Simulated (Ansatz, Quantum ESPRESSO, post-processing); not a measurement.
# Screening and band shifts of Ti2CO2 MXene, 1 layer, part 5 of 6

Aim: how Ti2CO2 MXene, 1 layer screens a field along its normal, and what the field does to its bands.

Quantum ESPRESSO 7.5; plane-wave DFT, LDA, GBRV ultrasoft pseudopotentials; geometry and cross-check by Ansatz 0.2.0 with PAW datasets.

So far. Step 11 (SCF with pw.x: field 0.3 V/Å): The dipole goes from 0.0000 to 0.0716 e Å, 0.2385 e Å per V/Å. Step 12 (Potential by pp.x): The slope in the vacuum is 0.300 eV/Å for an applied 0.30 V/Å, as it should be.

## Step 13: Bands along a path: field 0.3 V/Å

Input file f3.bands.in:

```
&control
  prefix = 'f3.bands'
  outdir = './out'
  pseudo_dir = './pseudo'
  calculation = 'bands'
  tefield = .true.
  dipfield = .true.
/
&system
  ibrav = 0
  nat = 5
  ntyp = 3
  ecutwfc = 40
  ecutrho = 200
  occupations = 'smearing'
  smearing = 'fd'
  degauss = 0.004
  edir = 3
  emaxpos = 0.97
  eopreg = 0.04
  eamp = 0.00583407
  nbnd = 26
/
&electrons
  conv_thr = 1e-07
  mixing_beta = 0.4
  electron_maxstep = 120
  mixing_mode = 'local-TF'
/
ATOMIC_SPECIES
  O   15.9990  o_lda_v1.2.uspp.F.UPF
  Ti  47.8670  ti_lda_v1.4.uspp.F.UPF
  C   12.0110  c_lda_v1.2.uspp.F.UPF
CELL_PARAMETERS angstrom
  3.02910534492148 0.00000000000000 -0.00000000000000
  -1.51455267246074 2.62328217944123 -0.00000000000000
  -0.00000000000000 -0.00000000000000 21.64306022550000
ATOMIC_POSITIONS crystal
  O   0.333333333333 0.666666666667 0.397718944039
  Ti  0.666666666667 0.333333333333 0.439608950155
  C   -0.000000000000 -0.000000000000 0.499999988805
  Ti  0.333333333333 0.666666666667 0.560391051729
  O   0.666666666667 0.333333333333 0.602281065271
K_POINTS crystal_b
4
  0.0000000000 0.0000000000 0.0000000000 14
  0.5000000000 0.0000000000 0.0000000000 14
  0.3333333333 0.3333333333 0.0000000000 14
  0.0000000000 0.0000000000 0.0000000000 1
```

Started as:

```console
> cp -r out/f3.save out/f3.bands.save
> cp out/f3.xml out/f3.bands.xml
> OMP_NUM_THREADS=1 mpirun -n 4 pw.x -nk 4 -in f3.bands.in > f3.bands.out
```

Numbers of over 12 decimals in the logs are rounded to 6 here.

The program printed:

```text
[banner, memory and clock lines left out]
Program PWSCF v.7.5 starts
[citation notice left out]

[...]
bravais-lattice index     =            0
     lattice parameter (alat)  =       5.7242  a.u.
     unit-cell volume          =    1160.5789 (a.u.)^3
     number of atoms/cell      =            5
     number of atomic types    =            3
     number of electrons       =        40.00
     number of Kohn-Sham states=           26
     kinetic-energy cutoff     =      40.0000  Ry
     charge density cutoff     =     200.0000  Ry
     Exchange-correlation= SLA  PZ   NOGX NOGC
                           (   1   1   0   0   0   0   0)

[...]
PseudoPot. # 1 for O  read from file:
     ./pseudo/o_lda_v1.2.uspp.F.UPF
     Pseudo is Ultrasoft + core correction, Zval =  6.0
     Generated by new atomic code, or converted to UPF format
     Using radial grid of  737 points,  5 beta functions with:
                l(1) =   0
                l(2) =   0
                l(3) =   1
                l(4) =   1
                l(5) =   2
     Q(r) pseudized with  8 coefficients,  rinner =    0.900   0.900   0.900
                                                       0.900   0.900

     PseudoPot. # 2 for Ti read from file:
     ./pseudo/ti_lda_v1.4.uspp.F.UPF
     Pseudo is Ultrasoft + core correction, Zval = 12.0
     Generated by new atomic code, or converted to UPF format
     Using radial grid of  851 points,  6 beta functions with:
                l(1) =   0
                l(2) =   0
                l(3) =   1
                l(4) =   1
                l(5) =   2
                l(6) =   2
     Q(r) pseudized with  6 coefficients,  rinner =    1.000   1.000   1.000
                                                       1.000   1.000

     PseudoPot. # 3 for C  read from file:
     ./pseudo/c_lda_v1.2.uspp.F.UPF
     Pseudo is Ultrasoft + core correction, Zval =  4.0
     Generated by new atomic code, or converted to UPF format
     Using radial grid of  721 points,  4 beta functions with:
                l(1) =   0
                l(2) =   0
                l(3) =   1
                l(4) =   1
     Q(r) pseudized with  8 coefficients,  rinner =    1.100   1.100   1.100

     atomic species   valence    mass     pseudopotential
     O                 6.00    15.99900     O ( 1.00)
     Ti               12.00    47.86700     Ti( 1.00)
     C                 4.00    12.01100     C ( 1.00)

     No symmetry found

[...]
number of k points=    43  Fermi-Dirac smearing, width (Ry)=  0.0040
[...]
Dense  grid:    55355 G-vectors     FFT dimensions: (  25,  25, 192)

     Smooth grid:    39801 G-vectors     FFT dimensions: (  24,  24, 180)

     Check: negative core charge=   -0.000003

     The potential is recalculated from file :
     ./out/f3.bands.save/charge-density

     negative rho (up, down):  3.868E-03 0.000E+00

     Adding external electric field

     Computed dipole along edir(3) :
        Dipole                0.1352 Ry au,          0.3437 Debye
        Dipole field          0.0015 Ry au,

        E field amplitude [Ha a.u.]:  5.8341E-03
        Potential amp.        0.3432 Ry
        Total length         39.2635 bohr

     Starting wfcs are   32 randomized atomic wfcs

     Band Structure Calculation
     Davidson diagonalization with overlap

     ethr =  2.50E-10,  avg # of iterations = 28.4

     End of band structure calculation

          k = 0.0000 0.0000 0.0000 (  4919 PWs)   bands (ev):

   -57.7302 -57.6896 -34.3972 -34.1960 -34.0941 -34.0941 -34.0596 -34.0596
   -19.1910 -19.0651 -11.4824  -6.5216  -5.6818  -5.6818  -5.3251  -5.3251
    -5.1362  -1.7505  -0.6257  -0.6257  -0.0503  -0.0503   0.7638   0.7638
     0.8634   2.2091

          k = 0.0357 0.0206 0.0000 (  4934 PWs)   bands (ev):

   -57.7294 -57.6888 -34.3953 -34.1968 -34.0994 -34.0955 -34.0658 -34.0608
   -19.1828 -19.0581 -11.4764  -6.5064  -5.7066  -5.6712  -5.3565  -5.3184
    -5.0967  -1.7223  -0.8300  -0.7661   0.0595   0.0913   0.6849   0.7670
     0.9796   2.1970

[...]
```

Elapsed: 15 s, on 4 MPI ranks of Arm Neoverse V2, shared host; peak memory 0.31 GiB; 60 s of CPU time.

Numbers from this step:

```
valence top, on the run's zero       : -0.6257 eV
conduction bottom, on the run's zero : -0.3528 eV
gap by band count                    : 0.2728 eV
```

Band numbers count within the set of bands kept for display. The electronic bands at the labelled points (eV, zero at the highest filled level of the SCF mesh; v1 is the highest filled band, c1 the lowest empty one):

```
  point     v4     v3     v2     v1    c1    c2    c3    c4
      Γ  -4.51  -1.12   0.00   0.00  0.58  0.58  1.39  1.39
halfway  -3.93  -2.84  -1.43  -1.38  0.54  1.39  1.72  2.31
      M  -4.07  -3.52  -1.86  -1.53  0.27  1.51  2.11  2.13
halfway  -4.12  -3.37  -2.45  -2.15  0.81  1.52  1.79  2.26
      K  -4.10  -3.12  -2.84  -2.79  1.09  1.47  1.52  2.32
halfway  -3.92  -2.85  -2.13  -1.55  0.71  1.58  1.83  2.14
      Γ  -4.51  -1.12   0.00   0.00  0.58  0.58  1.39  1.39
```

Upper empty bands that drop with the field can be states of the vacuum, held by the sawtooth; they depend on the cell's width.

Along this path the valence top lies at Γ and the conduction bottom at M.

## Step 14: Density by pp.x

plot_num = 0 writes the valence density.

Input file f0.rho.in:

```
&inputpp
  prefix = 'f0'
  outdir = './out'
  filplot = 'f0.rho.dat'
  plot_num = 0
/
```

Started as:

```console
> OMP_NUM_THREADS=1 mpirun -n 4 pp.x -in f0.rho.in > f0.rho.out
```

The program printed:

```text
[banner, memory and clock lines left out]
Program POST-PROC v.7.5 starts

          URL

     ./out/f0.save/

     IMPORTANT: XC functional enforced from input :
     Exchange-correlation= PZ
                           (   1   1   0   0   0   0   0)
     Any further DFT definition will be discarded
     Please, verify this is what you really want

     Check: negative core charge=   -0.000003

     negative rho (up, down):  3.871E-03 0.000E+00

     Adding external electric field

     Computed dipole along edir(3) :
        Dipole                0.0000 Ry au,          0.0001 Debye
        Dipole field          0.0000 Ry au,

        Potential amp.       -0.0000 Ry
        Total length         39.2635 bohr

     Calling punch_plot, plot_num =   0
     Writing data to file  f0.rho.dat
     Message from routine chdens:
     namelist plot not found or invalid, exiting
```

Run time: 0.89 s. Hardware: 4 MPI ranks; peak memory 0.1 GiB.

This step gave:

```
electrons by integration : 40.00 e
```

Mean over planes. Table of valence density, planar mean by z:

```
z (Å)  valence density, planar mean (e/Å³)
    5                               5.5e-6
    6                               1.5e-4
    7                              0.00574
    8                                0.242
    9                                 1.04
   10                                0.772
   11                                0.523
   12                                 1.34
   13                                0.972
   14                               0.0638
   15                              0.00154
   16                               5.1e-5
```

Valence density in the ca plane at fractional y = 0.333, with atoms of Ti and O within 0.2 Å of it. It is the smooth field of the valence electrons, not physical close to the nuclei.

Values in e/Å³, 5 rows by 16 columns, each cell a mean:
```
0.0 0.0 0.0 0.0 0.0 0.0 0.0 0.2 3.0 0.8 0.2 0.9 1.4 0.0 0.0 0.0
0.0 0.0 0.0 0.0 0.0 0.0 0.0 0.3 6.3 1.8 0.1 2.2 3.9 0.1 0.0 0.0
0.0 0.0 0.0 0.0 0.0 0.0 0.0 0.2 2.8 0.7 0.2 0.9 1.3 0.0 0.0 0.0
0.0 0.0 0.0 0.0 0.0 0.0 0.0 0.3 0.3 0.4 0.5 0.4 0.1 0.0 0.0 0.0
0.0 0.0 0.0 0.0 0.0 0.0 0.0 0.3 0.3 0.4 0.5 0.4 0.1 0.0 0.0 0.0
```
Columns run along c (16.0 Å, from fractional 0.05 to 0.79 of the cell), rows up along a (3.0 Å). Atoms in or near the plane, at fractional coordinates: Ti at (0.44, 0.67), O at (0.60, 0.67).

The density integrates to 40.000 electrons, as the 40 of the input ask.

## Step 15: Density by pp.x

Input file f2.rho.in:

```
&inputpp
  prefix = 'f2'
  outdir = './out'
  filplot = 'f2.rho.dat'
  plot_num = 0
/
```

Started as:

```console
> OMP_NUM_THREADS=1 mpirun -n 4 pp.x -in f2.rho.in > f2.rho.out
```

Elapsed: 0.89 s, on 4 MPI ranks; peak memory 0.1 GiB.

## Step 16: Charge moved by a field of 0.2 V/Å

Read from the output:

- largest charge moved across a plane: 0.001088 e/Å²
- dipole step: -1.085 eV

The planar mean by z:

```
z (Å)  planar mean (e/Å³)
  3.5              2.7e-8
  4.0              9.7e-8
  4.5              3.3e-7
  5.0              1.2e-6
  5.5              4.2e-6
  6.0              1.5e-5
  6.5              5.6e-5
  7.0              1.8e-4
  7.5              4.8e-4
  8.0              7.6e-4
  8.5              3.1e-4
  9.0              2.1e-4
  9.5             -2.3e-5
 10.0              1.2e-4
 10.5              2.7e-5
 11.0             -9.7e-6
 11.5             -1.2e-4
 12.0              2.8e-5
 12.5             -1.0e-4
 13.0             -3.2e-4
 13.5             -6.9e-4
 14.0             -5.9e-4
 14.5             -2.4e-4
 15.0             -7.4e-5
 15.5             -2.0e-5
 16.0             -5.2e-6
 16.5             -1.4e-6
 17.0             -3.5e-7
 17.5             -9.2e-8
 18.0             -2.7e-8
```

The running integral, electrons below z by z:

z (Å), running integral, electrons below z (e/Å²) and a bar:
```
      4.0    0.00000 
      4.5    0.00000 
      5.0    0.00000 
      5.5    0.00000 
      6.0    0.00001 
      6.5    0.00003 #
      7.0    0.00009 ##
      7.5    0.00026 #######
      8.0    0.00060 #################
      8.5    0.00085 #######################
      9.0    0.00100 ############################
      9.5    0.00102 ############################
     10.0    0.00105 #############################
     10.5    0.00109 ##############################
     11.0    0.00109 ##############################
     11.5    0.00105 #############################
     12.0    0.00102 ############################
     12.5    0.00100 ############################
     13.0    0.00085 ########################
     13.5    0.00061 #################
     14.0    0.00027 #######
     14.5    0.00009 ##
     15.0    0.00002 #
     15.5    0.00001 
     16.0    0.00000 
     16.5    0.00000 
     17.0    0.00000 
     17.5    0.00000
```

## Step 17: Polarisability from the dipole between 0 and 0.1 V/A

Read from the output:

```
change of slope in the vacuum : 0.10000 eV/Å
polarisability a cell         : 3.430 Å³
sheet polarisability 4πα/A    : 5.424 Å
```

Table of change of the potential energy, second field less first by z:

z (Å), change of the potential energy, second field less first (eV) and a bar from the least value:
```
        0     -0.405 ######
        1     -0.710 
        2     -0.610 ##
        3     -0.510 ####
        4     -0.410 ######
        5     -0.310 #########
        6     -0.210 ###########
        7     -0.113 #############
        8     -0.036 ##############
        9     -0.010 ###############
       10     -0.002 ###############
       11      0.000 ###############
       12      0.005 ###############
       13      0.016 ###############
       14      0.059 ################
       15      0.148 ##################
       16      0.247 ####################
       17      0.347 ######################
       18      0.447 #########################
       19      0.547 ###########################
       20      0.647 #############################
       21      0.700 ##############################
```

## Step 18: Dipole against field

Dipole along the normal, dipole moment against applied field:

```
applied field (V/Å)  dipole along the normal, dipole moment (e·Å)
              0.000                                        2.1e-5
              0.100                                        0.0238
              0.200                                        0.0477
              0.300                                        0.0716
```

## Step 19: The same in Ansatz: field 0.1 V/Å

A second code with its own PAW datasets, on the same atoms.

Level of this step: plane-wave DFT, PBE, Ansatz PAW (Ansatz 0.2.0).

Input file input.yaml:

```yaml
crystal:
  lattice:
    - [3.0291053449, 0.0, 0.0]
    - [-1.5145526725, 2.6232821794, 0.0]
    - [0.0, 0.0, 21.6430602255]
  atoms:
    - { symbol: O, position: [0.3333333333, 0.6666666667, 0.397718944] }
    - { symbol: Ti, position: [0.6666666667, 0.3333333333, 0.4396089502] }
    - { symbol: C, position: [0.0, 0.0, 0.4999999888] }
    - { symbol: Ti, position: [0.3333333333, 0.6666666667, 0.5603910517] }
    - { symbol: O, position: [0.6666666667, 0.3333333333, 0.6022810653] }
kpoints:
  mp_grid: { grid: [12, 12, 1] }
hamiltonian:
  xc: pbe
scf:
  occupations: { method: fermi_dirac, width: 0.054 }
  convergence: { dr2_threshold: 1.0e-09 }
efield:
  axis: 3
  dipole_correction: true
  ramp_position: 0.97
  ramp_width: 0.04
  amplitude: 0.1
output:
  write_potential: true
  write_density: true
  volumetric_format: npy
```

Started as:

```console
> ansatz run input.yaml --threads 4 --pin off --max-ram 8192MiB --backend cpu --events-out ev --progress --plain --runs-dir out
```

The program printed:

```text
[...]
Crystal: 5 atoms, lattice volume = 171.980 Å³
Basis set: ecut = 420 eV, 3313 PW (Γ)
Bands: 25, of which v1, the nominal top of the filled ones, is band 20 counted from 1 (19 counted from 0)
Symmetry: 6 space group operations
k-points: 19 of 144 (time reversal used)
[...]
SCF iter   1: F=—  HF=-6397.677335 eV  |F-HF|=—  |Δ(HF+E_count)|=         —  Δρ=1.22e-1  dr2=3.09e1  ethr=3.10e-3  p=0.028 e·Å  D=2.99e-2 V/Å  ΔV_dip=-0.65 eV  dr2_dipole=3.09e-4  V_vac-E_F(+/−)=10.26/8.96 eV  ⟨swp⟩=7.5  Hψ=2420  notcnv=0
[...]
SCF iter  14: F=-6390.421916 eV  HF=-6390.421916 eV  |F-HF|=5.29e-10  |Δ(HF+E_count)|=   2.06e-9  Δρ=4.21e-7  dr2=1.74e-10  ethr=2.50e-12  p=0.024 e·Å  D=2.51e-2 V/Å  ΔV_dip=-0.54 eV  dr2_dipole=1.24e-12  V_vac-E_F(+/−)=6.35/4.95 eV  ⟨swp⟩=5.4  Hψ=1883  notcnv=0
SCF 1 converged in 14 iterations: F = -6390.421916 eV  dr2 = 1.74e-10
[...]
SCF converged after 14 iterations
Free energy (F): -6390.421916 eV
[...]
Internal energy: -6390.420832 eV  (E = F + TS)
E sigma→0 (E₀):  -6390.421374 eV
Entropy (-TS):   -0.001084 eV (-0.217 meV/atom)
Fermi energy:    -0.179341 eV
Dipole field:    D = 0.025072 V/Å  (p = 0.023829 e·Å, saw-weighted, corrected)
Work function:   not extracted (applied field tilts the vacuum); planar V_es + V_field profile in the machine report
[...]
--- Band table (eV; the first three rows and the last of 19) ---
  k-point 0: bands = [... 16 lower, -4.7802, -1.4302, -0.3109, -0.3109, 0.3293, 0.3293, 1.1392, 1.1392, ... 1 higher]
  k-point 1: bands = [... 16 lower, -4.6078, -1.3161, -1.0537, -0.7787, 0.5250, 0.7853, 1.0487, 1.1757, ... 1 higher]
  k-point 2: bands = [... 16 lower, -4.3076, -2.2081, -1.3428, -1.2944, 0.3810, 1.0229, 1.3116, 1.5992, ... 1 higher]
  k-point 18: bands = [... 16 lower, -4.3904, -3.4344, -3.1367, -3.1197, 0.8321, 1.2456, 1.2607, 2.0543, ... 1 higher]
```

It took 3.9 s on 4 threads; peak memory 0.45 GiB; 14 s of CPU time.

This step gave:

- free energy: -6390.4219 eV
- energy at zero smearing: -6390.4214 eV
- smearing term TS: 0.001084 eV
- Fermi energy: -0.1793 eV
- gap by band count: 0.3342 eV
- dipole along the normal: 0.02383 e·Å

At 0.1 V/Å Ansatz's dipole is 0.0238 e Å against 0.0238 from pw.x, under another functional.

## Step 20: Cross-check with Ansatz: field -0.1 V/Å

input.yaml is the input of step 19 with these lines changed:

```diff
@@ -23,3 +23,3 @@
   ramp_width: 0.04
-  amplitude: 0.1
+  amplitude: -0.1
 output:
```

The program printed:

```text
[...]
Crystal: 5 atoms, lattice volume = 171.980 Å³
Basis set: ecut = 420 eV, 3313 PW (Γ)
Bands: 25, of which v1, the nominal top of the filled ones, is band 20 counted from 1 (19 counted from 0)
Symmetry: 6 space group operations
k-points: 19 of 144 (time reversal used)
[...]
k-point 0: bands = [... 16 lower, -4.8126, -1.4627, -0.3433, -0.3433, 0.2969, 0.2969, 1.1067, 1.1067, ... 1 higher]
  k-point 1: bands = [... 16 lower, -4.6402, -1.3485, -1.0861, -0.8111, 0.4926, 0.7529, 1.0163, 1.1432, ... 1 higher]
  k-point 2: bands = [... 16 lower, -4.3401, -2.2405, -1.3753, -1.3269, 0.3485, 0.9904, 1.2792, 1.5667, ... 1 higher]
  k-point 18: bands = [... 16 lower, -4.4229, -3.4669, -3.1692, -3.1522, 0.7996, 1.2131, 1.2282, 2.0219, ... 1 higher]
[key lines of the parts left out:]
SCF converged after 14 iterations
Free energy (F): -6390.421916 eV
Fermi energy:    -0.211778 eV
Dipole field:    D = -0.025070 V/Å  (p = -0.023827 e·Å, saw-weighted, corrected)
```

Elapsed: 3.9 s, on 4 threads; peak memory 0.45 GiB; 15 s of CPU time.

Read from the output:

- Fermi energy: -0.2118 eV
- dipole along the normal: -0.02383 e·Å

## Step 21: Dipole against field, Ansatz

The dipole along the normal, dipole moment by applied field:

```
applied field (V/Å)  dipole along the normal, dipole moment (e·Å)
            -0.1000                                       -0.0238
             0.0000                                       -3.9e-6
             0.1000                                        0.0238
```

(Continued in part 6 of 6.)

[Logs are printed without paths, hosts, clocks, repeated set-up lines and the standing remarks that a program may print on its own settings, such as how far it seeks lower states.]

[Hosts, paths, dates, database ids (printed as entryN), source tags and the programs' standing remarks are cut or masked in the printed files.]

[Maps of the electrostatic potential energy from Ansatz leave out the sawtooth potential of an applied field or a dipole correction, so their vacuum need not be flat; planar profiles and work functions include it.]
